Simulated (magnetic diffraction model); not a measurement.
# Li6VS4F below its ordering temperature

Space group P2_1 (no. 4), a = 5.8890 Å, b = 11.2410 Å, c = 6.1470 Å, β = 117.21°.

```
site  atom       x       y       z
  2a     V  0.8324  0.7611  0.9971
  2a     S  0.7854  0.2579  0.9911
  2a     S  0.4156  0.1073  0.2470
  2a     S  0.4471  0.4039  0.2831
  2a     S  0.8775  0.8794  0.3138
  2a     F  0.8789  0.6041  0.3450
  2a    Li  0.6640  0.4404  0.9958
  2a    Li  0.7263  0.0550  0.0301
  2a    Li  0.8050  0.2549  0.3781
  2a    Li  0.5756  0.7526  0.3959
  2a    Li  0.2462  0.5014  0.4678
  2a    Li  0.2192  0.9938  0.4342
```

The compound is invented for this exercise: a known structure type with other elements, its cell scaled to their sizes and not relaxed.

Only V is taken to order (form factors of V3+); orders and moment sizes are assumed, and not adapted to the symmetry. Radiation: neutrons of λ = 1.8 Å, 3° to 30°; isotropic B of 0.86 Å² (V), 0.99 Å² (S), 0.84 Å² (F) and 1 Å² (Li). The intensities are simulated: I ∝ L Σ (|F_N|² + |F_M⊥|²) for unpolarised neutrons, with F_M = 2.695 fm/μB × Σ f(s) S exp(2πi Q·r) exp(−B s²) at Q = H ± k (one set where k and −k are equivalent), only the part normal to Q counting and L = 1/(sin²θ cos θ). For collinear order S is the moment m, which repeats by lattice and centring translations R with the sign exp(−2πi k·R). Form factors are spin-only for 3d ions and dipole or tabulated for f ions, scattering lengths are Sears's of 1992, and absorption is left out. A label names one of the reflections at its angle. The strongest nuclear line in the range is 100, and lines under 0.2 are left out.

Above the ordering temperature:

```csv
2θ (°),index,I
18.43,(0 2 0),36.0
18.95,(0 0 1),0.3
19.79,(1 0 0),27.7
20.20,(1 0 -1),21.7
21.10,(0 1 1),42.7
21.86,(1 1 0),100.0
22.23,(1 1 -1),45.4
26.55,(0 2 1),97.2
27.17,(1 2 0),10.6
27.48,(1 2 -1),33.3
```

Below it (cell unchanged):

```
2θ (°)      I
 10.88   67.5
 16.98   45.3
 17.50   43.0
 18.43   36.0
 18.95    0.3
 19.79   27.7
 20.20   21.7
 21.10   42.7
 21.86  100.0
 21.87   27.8
 22.23   45.4
 25.16   20.2
 25.58    1.2
 26.55   97.2
 27.17   10.6
 27.46   16.2
 27.48   33.3
 28.75   14.4
 28.80    3.9
```

**Question.** Find the propagation vector, then choose among these models:
A. collinear moments along [101], 1.68 μB on V; signs + at (0.8324, 0.7611, 0.9971), + at (0.1676, 0.2611, 0.0029)
B. collinear moments along [001], 1.68 μB on V; signs + at (0.8324, 0.7611, 0.9971), − at (0.1676, 0.2611, 0.0029)
C. collinear moments along [101], 1.68 μB on V; signs + at (0.8324, 0.7611, 0.9971), − at (0.1676, 0.2611, 0.0029)
D. collinear moments along [001], 1.68 μB on V; signs + at (0.8324, 0.7611, 0.9971), + at (0.1676, 0.2611, 0.0029)

The new lines index as (1/2 1/2 0) at 10.88°, (1/2 3/2 0) at 16.98°, (1/2 1/2 -1) at 17.50° and (1/2 3/2 -1) at 21.87°, that is as H ± k with k = (1/2 1/2 0). Half indices mean that the moments reverse under translations with k·R a half-integer, and the magnetic cell has twice the primitive volume.

Magnetic intensity, observed (below minus above) and for each model:

| 2θ (°) | index | observed | A | B | C | D |
| --- | --- | --- | --- | --- | --- | --- |
| 10.88 | (1/2 1/2 0) | 67.5 | 67.5 | 158.0 | 67.5 | 158.0 |
| 16.98 | (1/2 3/2 0) | 45.3 | 45.3 | 59.2 | 45.3 | 59.2 |
| 17.50 | (1/2 1/2 -1) | 43.0 | 43.0 | 4.1 | 43.0 | 4.1 |
| 21.87 | (1/2 3/2 -1) | 27.8 | 27.8 | 13.1 | 27.8 | 13.1 |
| 25.58 | (1/2 1/2 1) | 1.2 | 1.2 | 12.2 | 1.2 | 12.2 |
| 27.46 | (3/2 1/2 -1) | 16.2 | 16.2 | 11.1 | 16.2 | 11.1 |
| 28.75 | (1/2 5/2 -1) | 14.4 | 14.4 | 10.3 | 14.4 | 10.3 |
| 28.80 | (1/2 3/2 1) | 3.9 | 3.9 | 10.2 | 3.9 | 10.2 |

Models A and C match alike on every line, so these data can't choose among them (such ties are often domains of one structure).

The structure used: k = (1/2 1/2 0), collinear moments along [101], 1.68 μB on V; signs + at (0.8324, 0.7611, 0.9971), − at (0.1676, 0.2611, 0.0029).

[Logs are printed without paths, hosts, clocks, repeated set-up lines and the standing remarks that a program may print on its own settings, such as how far it seeks lower states.]
